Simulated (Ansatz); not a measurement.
# Band gap of Ta2O5 (Pmmn) from density functionals to GW

What gap does each level of theory give for Ta2O5 (Pmmn), and in what time?

Program: Ansatz 0.2.0. Level of theory: density functionals, hybrids and G0W0, plane waves, PAW. Results are calculated unless marked as measured.

## (1) Starting point

The structure is orthorhombic, space group Pmmn (No. 59). The conventional cell has a = 3.841 Å, b = 13.037 Å, c = 3.874 Å, α = 90.00°, β = 90.00°, γ = 90.00°. Ta has 6 O at 1.88 to 2.21 Å nearest. Nearest to O lie 3 Ta at 1.99 to 2.21 Å. Nearest to O lie 2 Ta at 1.88 to 2.00 Å. Nearest to O lie 2 Ta at 1.90 Å. Farther neighbours and most contacts between anions are not listed.

The cell and positions are those that the Materials Project relaxed with its own functionals (PBE, PBE+U or r2SCAN), kept fixed. Spin-orbit coupling is left out unless a step names it. The default PAW set here is soft_2. Its files were made with PBE.

## (2) LDA on the 6×2×6 mesh

Levels along a band path and on the mesh show where this functional puts the band edges.

This step: DFT, LDA, plane waves, PAW.

Contents of input.yaml:

```yaml
crystal:
  lattice:
    - [3.84085413, 0.0, 0.0]
    - [0.0, 13.0373230544, 0.0]
    - [0.0, 0.0, 3.8741645114]
  atoms:
    - { symbol: Ta, position: [0.0, 0.14579693, 0.02271197] }
    - { symbol: Ta, position: [0.5, 0.35420307, 0.97728803] }
    - { symbol: Ta, position: [0.5, 0.64579693, 0.97728803] }
    - { symbol: Ta, position: [0.0, 0.85420307, 0.02271197] }
    - { symbol: O, position: [0.5, 0.18522554, 0.00205837] }
    - { symbol: O, position: [0.0, 0.31477446, 0.99794163] }
    - { symbol: O, position: [0.0, 0.68522554, 0.99794163] }
    - { symbol: O, position: [0.5, 0.81477446, 0.00205837] }
    - { symbol: O, position: [0.0, 0.85107074, 0.50764741] }
    - { symbol: O, position: [0.5, 0.64892926, 0.49235259] }
    - { symbol: O, position: [0.5, 0.35107074, 0.49235259] }
    - { symbol: O, position: [0.5, 0.5, 0.99500122] }
    - { symbol: O, position: [0.0, 0.0, 0.00499878] }
    - { symbol: O, position: [0.0, 0.14892926, 0.50764741] }
kpoints:
  mp_grid: { grid: [6, 2, 6] }
  band_path:
    path:
      - [[0.0, 0.0, 0.0], [0.5, 0.0, 0.0], [0.5, 0.5, 0.0], [0.0, 0.5, 0.0], [0.0, 0.0, 0.0], [0.0, 0.0, 0.5], [0.5, 0.0, 0.5], [0.5, 0.5, 0.5], [0.0, 0.5, 0.5], [0.0, 0.0, 0.5]]
      - [[0.5, 0.0, 0.0], [0.5, 0.0, 0.5]]
      - [[0.0, 0.5, 0.0], [0.0, 0.5, 0.5]]
      - [[0.5, 0.5, 0.0], [0.5, 0.5, 0.5]]
    npoints: 10
hamiltonian:
  xc: lda
scf:
  occupations: { method: fermi_dirac, width: 0.02 }
  n_extra_bands: 8
output:
  eigenvalues: true
  write_density: true
  write_potential: true
  elf: true
  volumetric_format: npy
```

The run is started by

```
> ansatz run input.yaml --threads 4 --pin off --max-ram 138240MiB --backend cuda --events-out ev --progress --plain --runs-dir out --devices 1 --max-vram 26GiB
```

Numbers of over 12 decimals in the logs are rounded to 6 here.

What it wrote:

```text
scf.n_extra_bands = 8 over 56 filled bands (N_el = 112.0): the run solves 64 bands
GPUs: using 1 of 1 available (devices: 1).
Engine: ansatz 0.2.0, x86_64-unknown-linux-gnu
Pseudopotentials: kind: paw
Pseudopotential: Ta, paw, valence charge 13, recommended cutoff 420 eV (normal), Ta.paw.azcp
Pseudopotential: O, paw, valence charge 6, recommended cutoff 420 eV (normal), O.paw.azcp
Functional definition: SPW92
  exchange = slater_x
  correlation = pw_c
device memory: the entry about to start is reckoned to put 4.1 GiB on a device that reports 54.4 GiB free (of which the cap on the GPU budget leaves the run 26.0 GiB)
GPU FFT provider: cuFFT
GPU libraries: cuBLAS 13.8.2, cuFFT 12.4.0, cuSOLVER 12.3.4
Crystal: 14 atoms, lattice volume = 193.997 Å³
Basis set: ecut = 420 eV, 3823 PW (Γ)
Bands: 64, of which v1, the nominal top of the filled ones, is band 56 counted from 1 (55 counted from 0)
Symmetry: 8 space group operations
Space group: Pmmn (ITA 59), of the structure as read, at distance tolerance 5.8e-5 Å
k-points: 32 of 72
Non-local potential: Ta, projectors of the file, l = 0: 3, l = 1: 2, l = 2: 2, l = 3: 1
Non-local potential: O, projectors of the file, l = 0: 2, l = 1: 2, l = 2: 1
PAW form: soft (Blöchl's): semilocal exchange-correlation on the pseudo side does not see the compensation charge
PAW frozen core: Ta, regenerated for the run's functional, and the local potential with it (the file was generated under x = pbe(κ = 0.804, μ = 0.219515), c = pbe(β = 0.066725))
PAW frozen core: O, regenerated for the run's functional, and the local potential with it (the file was generated under x = pbe(κ = 0.804, μ = 0.219515), c = pbe(β = 0.066725))
PAW one-centre angular grid: Ta, 590 points (default); XC on 64 Gauss nodes
PAW one-centre angular grid: O, 110 points (default); XC on 64 Gauss nodes
Initial density: superposition of atomic densities (neutral atoms: chi_scale 0, normalization atom), corrected by the library's trained network
Initial wavefunctions: pseudopotential atomic-orbital guess
GPU buffer pool allocated for 65610 grid points (all kernels)
GPU transforms: local potential and band sums: pruned to the plane-wave sphere, on 25×90×25
Functional: x = slater, c = lda
SCF iter   1: F=—  HF=-44298.001565 eV  |F-HF|=—  |Δ(HF+E_count)|=         —  Δρ=2.05e-2  dr2=7.80e-1  ethr=1.77e-3  ⟨swp⟩=5.9  Hψ=8201  notcnv=0
preconditioner: auto → Resta (q_TF=auto, 2.490 Å⁻¹)  ε∞=6.3  [insulator: Δε(μ)=1.891 eV  Ē_g=10.374 eV  σ=0.020 eV  W_gap=1.00  n_scr=50 (ndim 8)  ℏωp=23.8 eV  f_vac=0.158  D(μ)=0.00/eV (n_scr^D=0)  ε∞_Penn≈6.3]
SCF iter   2: F=—  HF=-44297.836381 eV  |F-HF|=—  |Δ(HF+E_count)|=   1.65e-1  Δρ=6.80e-3  dr2=4.75e-2  ethr=6.97e-4  ⟨swp⟩=2.1  Hψ=3700  notcnv=0  defer=64
SCF iter   3: F=—  HF=-44297.825737 eV  |F-HF|=—  |Δ(HF+E_count)|=   1.06e-2  Δρ=2.39e-3  dr2=6.44e-3  ethr=4.24e-5  ⟨swp⟩=2.1  Hψ=3289  notcnv=0  defer=64
SCF iter   4: F=—  HF=-44297.824671 eV  |F-HF|=—  |Δ(HF+E_count)|=   1.07e-3  Δρ=1.15e-3  dr2=2.32e-3  ethr=5.75e-6  ⟨swp⟩=2.0  Hψ=3044  notcnv=0  defer=64
SCF iter   5: F=—  HF=-44297.823651 eV  |F-HF|=—  |Δ(HF+E_count)|=   1.02e-3  Δρ=2.12e-4  dr2=1.52e-4  ethr=2.07e-6  ⟨swp⟩=2.0  Hψ=3142  notcnv=0  defer=64
SCF iter   6: F=—  HF=-44297.823687 eV  |F-HF|=—  |Δ(HF+E_count)|=   3.56e-5  Δρ=1.15e-4  dr2=3.51e-5  ethr=1.35e-7  ⟨swp⟩=2.0  Hψ=2953  notcnv=0  defer=64
SCF iter   7: F=—  HF=-44297.823980 eV  |F-HF|=—  |Δ(HF+E_count)|=   2.93e-4  Δρ=6.79e-5  dr2=1.03e-5  ethr=3.13e-8  ⟨swp⟩=2.0  Hψ=3215  notcnv=0  defer=64
SCF iter   8: F=—  HF=-44297.823981 eV  |F-HF|=—  |Δ(HF+E_count)|=   9.83e-7  Δρ=2.52e-5  dr2=1.24e-6  ethr=9.20e-9  ⟨swp⟩=2.0  Hψ=3147  notcnv=0  defer=64
SCF iter   9: F=—  HF=-44297.823982 eV  |F-HF|=—  |Δ(HF+E_count)|=   8.10e-7  Δρ=7.33e-6  dr2=1.45e-7  ethr=1.10e-9  ⟨swp⟩=2.0  Hψ=3059  notcnv=0  defer=64
SCF iter  10: F=-44297.823982 eV  HF=-44297.823982 eV  |F-HF|=1.41e-9  |Δ(HF+E_count)|=   8.67e-8  Δρ=1.24e-6  dr2=5.43e-9  ethr=8.93e-11  ⟨swp⟩=8.3  Hψ=4486  notcnv=0
SCF 1 converged in 10 iterations: F = -44297.823982 eV  dr2 = 5.43e-9
[...]
device memory: the entry about to start is reckoned to put 14.9 GiB on a device that reports 54.2 GiB free (of which the cap on the GPU budget leaves the run 26.0 GiB)
NSCF: frozen V_eff on 124 k-points, pencils in batches of 32, up to order 284
SCF converged after 10 iterations
Free energy (F): -44297.823982 eV
Harris-Foulkes:  -44297.823982 eV  (|F-HF|=1.41e-9)
Internal energy: -44297.823982 eV  (E = F + TS)
E sigma→0 (E₀):  -44297.823982 eV
Fermi energy:    7.772430 eV
--- Per-component energies (eV) ---
  E_band       = -1132.614076
  E_kinetic    = 3187.276032
  E_local      = -8866.265549  (includes V_loc(G=0)·N_el)
  E_nonlocal   = 579.806709
  E_hartree    = 3272.020079
  E_xc         = -1581.997479
  E_vxc        = -1735.058229  (∫ρ·V_xc dr)
  E_paw        = -34068.881843  (= ΣΔE_a)
  E_vpaw       = -842.439124  (= ΣTr[D̂ρ^β])
  E_aug_tail   = 0.025437  (compensation charges beyond the density's cutoff)
  E_ewald      = -6821.812195
  E_core_change = 2.004826  (= ΣΔE_core)
  E_smearing   = -0.000000  (= −TS)
  E_closure    = -0.000000  (closes the sum)
  Σ components = -44297.823982   (vs F -44297.823982, Δ=0.00e0)
--- Band table (eV; the first three rows and the last of 32) ---
  k-point 0: bands = [... 52 lower, 5.8289, 5.9082, 5.9847, 6.0575, 8.8778, 8.9047, 9.3025, 9.3332, ... 4 higher]
  k-point 1: bands = [... 52 lower, 5.5065, 5.5911, 5.6985, 6.0023, 9.7239, 9.8113, 10.0471, 10.0555, ... 4 higher]
  k-point 2: bands = [... 52 lower, 5.1371, 5.4322, 6.2244, 6.2981, 10.6414, 10.7880, 11.3242, 11.3795, ... 4 higher]
  k-point 31: bands = [... 52 lower, 6.5488, 6.5488, 6.6589, 6.6589, 9.8280, 9.8280, 11.6079, 11.6079, ... 4 higher]
```

The job ended after 8.3 s (1 × NVIDIA H100 80GB HBM3 (shared by 3 runs) with 4 threads of AMD EPYC 7R13 (Zen 3), shared host; peak memory 1.1 GiB; 6.6 s of CPU time).

This step gave:

```yaml
filled_bands: 56
gap: 2.219 eV
valence_top_at: R
conduction_bottom_at: Γ
least_direct_gap: 2.820 eV
```

Over mesh and path the gap is 2.219 eV, from k = (0.500, 0.500, 0.500) to k = Γ. The least direct gap found is 2.820 eV, at k = Γ.

## (3) LDA+SOC on the 6×2×6 mesh

This run has two-component orbitals with spin-orbit coupling.

This step: DFT, LDA with spin-orbit coupling, plane waves, PAW.

input.yaml, the sections that differ from step 2:

```yaml
kpoints:
  mp_grid: { grid: [6, 2, 6] }
  band_path:
    path:
      - [0.0, 0.0, 0.0]
      - [0.5, 0.0, 0.0]
      - [0.5, 0.5, 0.0]
      - [0.0, 0.5, 0.0]
      - [0.0, 0.0, 0.5]
      - [0.5, 0.0, 0.5]
      - [0.5, 0.5, 0.5]
      - [0.0, 0.5, 0.5]
    npoints: 1
scf:
  occupations: { method: fixed }
  n_extra_bands: 16
magnetization:
  noncollinear: true
  spin_orbit: true
output:
  eigenvalues: true
# crystal, hamiltonian: as in step 2
```

What it wrote:

```text
[...]
GPUs: using 1 of 1 available (devices: 1).
[...]
non-collinear run that drives no moment, with spin-orbit: no starting moment large enough to seed its density (crystal.atoms[].spin), no starting occupations that ask for one, no magnetisation constraint and no magnetic field, so the semilocal B_xc is pinned to zero
[...]
GPU FFT provider: cuFFT
GPU libraries: cuBLAS 13.8.2, cuFFT 12.4.0, cuSOLVER 12.3.4
Crystal: 14 atoms, lattice volume = 193.997 Å³
Basis set: ecut = 420 eV, 3823 PW (Γ)
Bands: 128, of which v1, the nominal top of the filled ones, is band 112 counted from 1 (111 counted from 0)
Symmetry: 8 space group operations + 8 with time reversal
[...]
k-points: 32 of 72
Projection manifold: j_resolved (fully-relativistic pseudo-atomic orbitals)
[...]
GPU buffer pool allocated for 65610 grid points (all kernels)
[...]
site 9: m = (+0.0000, +0.0000, +0.0000) μB, |m| = 0.0000 μB  (R = 0.78 Å)
  site 10: m = (+0.0000, +0.0000, +0.0000) μB, |m| = 0.0000 μB  (R = 0.78 Å)
  site 11: m = (+0.0000, +0.0000, +0.0000) μB, |m| = 0.0000 μB  (R = 0.78 Å)
  site 12: m = (+0.0000, +0.0000, +0.0000) μB, |m| = 0.0000 μB  (R = 0.78 Å)
  site 13: m = (+0.0000, +0.0000, +0.0000) μB, |m| = 0.0000 μB  (R = 0.78 Å)
Free energy (F): -44384.419242 eV
[...]
Internal energy: -44384.419242 eV  (E = F + TS)
E sigma→0 (E₀):  -44384.419242 eV
Fermi energy:    6.654818 eV
[...]
--- Band table (eV; the first three rows and the last of 32) ---
  k-point 0: bands = [... 108 lower, 5.9773, 5.9773, 6.0754, 6.0754, 8.8592, 8.8592, 8.8796, 8.8796, ... 12 higher]
  k-point 1: bands = [... 108 lower, 5.6956, 5.6956, 6.0012, 6.0012, 9.6961, 9.6961, 9.7546, 9.7546, ... 12 higher]
  k-point 2: bands = [... 108 lower, 6.2213, 6.2213, 6.2963, 6.2963, 10.5802, 10.5802, 10.7347, 10.7347, ... 12 higher]
  k-point 31: bands = [... 108 lower, 6.6548, 6.6548, 6.6548, 6.6548, 9.8171, 9.8171, 9.8171, 9.8171, ... 12 higher]
[key lines of the parts left out:]
SCF converged after 11 iterations
Magnetization: |M| = 0.0000 μB,  M = (+0.0000, +0.0000, +0.0000) μB
```

Elapsed: 15 s, on 1 × NVIDIA H100 80GB HBM3 (shared by 3 runs) with 4 threads; peak memory 1.1 GiB; 26 s of CPU time.

Numbers from this step:

```
gap                  : 2.204 eV
valence top at       : R
conduction bottom at : Γ
least direct gap     : 2.784 eV
```

Over mesh and listed points the gap is 2.204 eV, from k = (0.500, 0.500, 0.500) to k = Γ. The least direct gap found is 2.784 eV, at k = Γ. LDA+SOC against LDA: 2.204 − 2.219 = −0.015 eV, with the same mesh, set of files (read in its fully relativistic form for the spin-orbit run) and cutoff, and both edges at the same k points. The spin-orbit run sees mesh and listed points alone, so its gap is an upper bound: the coupling can move an edge off these points, and the change over the zone, its sign included where it is small, is not known.

## (4) HSE06 on the 4×2×4 mesh

HSE06 mixes in a quarter of exact exchange at short range.

This step: DFT, HSE06, plane waves, PAW.

input.yaml, as its differences from that of step 3:

```diff
@@ -21,3 +21,3 @@
 kpoints:
-  mp_grid: { grid: [6, 2, 6] }
+  mp_grid: { grid: [4, 2, 4] }
   band_path:
@@ -34,10 +34,11 @@
 hamiltonian:
-  xc: lda
+  xc: hse06
 scf:
   occupations: { method: fixed }
-  n_extra_bands: 16
-magnetization:
-  noncollinear: true
-  spin_orbit: true
+  n_extra_bands: 8
 output:
   eigenvalues: true
+  write_density: true
+  write_potential: true
+  elf: true
+  volumetric_format: npy
```

What it wrote:

```text
[...]
GPUs: using 1 of 1 available (devices: 1).
[...]
davidson cushion auto → on  (no smearing: the cushion is to keep the highest requested band from converging to the state above it; pin scf.eigensolver.cushion to override)
[...]
GPU FFT provider: cuFFT
GPU libraries: cuBLAS 13.8.2, cuFFT 12.4.0, cuSOLVER 12.3.4
Crystal: 14 atoms, lattice volume = 193.997 Å³
Basis set: ecut = 420 eV, 3823 PW (Γ)
[...]
Fermi energy:    5.965284 eV
[...]
--- Band table (eV; the first three rows and the last of 18) ---
  k-point 0: bands = [... 52 lower, 5.1808, 5.1879, 5.2930, 5.3459, 9.7354, 9.7532, 10.1916, 10.2175, ... 4 higher]
  k-point 1: bands = [... 52 lower, 4.5205, 4.7589, 5.3098, 5.5005, 11.2998, 11.5064, 11.5158, 11.6419, ... 4 higher]
  k-point 2: bands = [... 52 lower, 4.2023, 4.5902, 5.6702, 5.6704, 11.7589, 11.8996, 13.1216, 13.1959, ... 4 higher]
  k-point 17: bands = [... 52 lower, 5.8459, 5.8459, 5.9653, 5.9653, 10.7854, 10.7854, 12.6998, 12.6998, ... 4 higher]
[key lines of the parts left out:]
Free energy (F): -45418.751386 eV
```

It took 46 s on 1 × NVIDIA H100 80GB HBM3 (shared by 3 runs) with 4 threads; peak memory 1.6 GiB.

Numbers from this step:

| Item | Value |
| --- | --- |
| gap | 3.770 eV |
| valence top at | R |
| conduction bottom at | Γ |
| least direct gap | 4.389 eV |
| exact-exchange fraction | 0.25 |

Over mesh and listed points the gap is 3.770 eV, from k = (0.500, 0.500, 0.500) to k = Γ. The least direct gap found is 4.389 eV, at k = Γ. HSE06 against LDA: 3.770 − 2.219 = +1.551 eV. The runs also differ in mesh (6×2×6 and 4×2×4), so how much of this comes from the functional alone is not known.

## (5) HSE06+SOC on the 4×2×4 mesh

This step: DFT, HSE06 with spin-orbit coupling, plane waves, PAW.

input.yaml, as its differences from that of step 4:

```diff
@@ -37,8 +37,7 @@
   occupations: { method: fixed }
-  n_extra_bands: 8
+  n_extra_bands: 16
+magnetization:
+  noncollinear: true
+  spin_orbit: true
 output:
   eigenvalues: true
-  write_density: true
-  write_potential: true
-  elf: true
-  volumetric_format: npy
```

What it wrote:

```text
[...]
GPUs: using 1 of 1 available (devices: 1).
[...]
GPU FFT provider: cuFFT
GPU libraries: cuBLAS 13.8.2, cuFFT 12.4.0, cuSOLVER 12.3.4
Crystal: 14 atoms, lattice volume = 193.997 Å³
Basis set: ecut = 420 eV, 3823 PW (Γ)
Bands: 128, of which v1, the nominal top of the filled ones, is band 112 counted from 1 (111 counted from 0)
Symmetry: 8 space group operations + 8 with time reversal
[...]
--- Band table (eV; the first three rows and the last of 18) ---
  k-point 0: bands = [... 108 lower, 5.2819, 5.2819, 5.3699, 5.3699, 9.7173, 9.7173, 9.7347, 9.7347, ... 12 higher]
  k-point 1: bands = [... 108 lower, 5.3065, 5.3065, 5.4982, 5.4982, 11.2551, 11.2551, 11.4135, 11.4135, ... 12 higher]
  k-point 2: bands = [... 108 lower, 5.6677, 5.6677, 5.6683, 5.6683, 11.7157, 11.7157, 11.8614, 11.8614, ... 12 higher]
  k-point 17: bands = [... 108 lower, 5.9613, 5.9613, 5.9613, 5.9613, 10.7795, 10.7795, 10.7795, 10.7795, ... 12 higher]
[key lines of the parts left out:]
Magnetization: |M| = 0.0000 μB,  M = (+0.0000, +0.0000, +0.0000) μB
Free energy (F): -45438.694228 eV
Fermi energy:    5.961253 eV
```

It took 1.8 min on 1 × NVIDIA H100 80GB HBM3 (shared by 3 runs) with 4 threads; peak memory 3.1 GiB.

This step gave:

| Property | Result |
| --- | --- |
| gap | 3.756 eV |
| valence top at | R |
| conduction bottom at | Γ |
| least direct gap | 4.347 eV |
| exact-exchange fraction | 0.25 |

Over mesh and listed points the gap is 3.756 eV, from k = (0.500, 0.500, 0.500) to k = Γ. The least direct gap found is 4.347 eV, at k = Γ. HSE06+SOC against HSE06: 3.756 − 3.770 = −0.014 eV, with the same mesh, set of files (read in its fully relativistic form for the spin-orbit run) and cutoff, and both edges at the same k points. The spin-orbit run sees mesh and listed points alone, so its gap is an upper bound: the coupling can move an edge off these points, and the change over the zone, its sign included where it is small, is not known.

(Continued in part 2 of 2.)

[Paths, hosts, dates, memory and timing lines, banners, echoed tables and standing remarks are left out of the program output.]

[Logs are printed without paths, hosts, clocks, repeated set-up lines and the standing remarks that a program may print on its own settings, such as how far it seeks lower states.]

[Runs of the session that timed out or met a known fault of the program may be left out.]

[Cells called generated may have been cut or substituted from an entry of the Crystallography Open Database or the Materials Project.]

[Hosts, paths, dates, database ids (printed as entryN), source tags and the programs' standing remarks are cut or masked in the printed files.]

[Where an RPA ε∞ is given, it is that of the G0W0 mesh and is not shown converged in it. Names of k-points follow the symmetry that the program found, which can be lower than the space group named. Band edges on a path are those of the sampled points; other points can move an edge, and change direct to indirect where valleys lie close.]

[Hybrid gaps are those of their k-mesh and are not shown converged in it.]
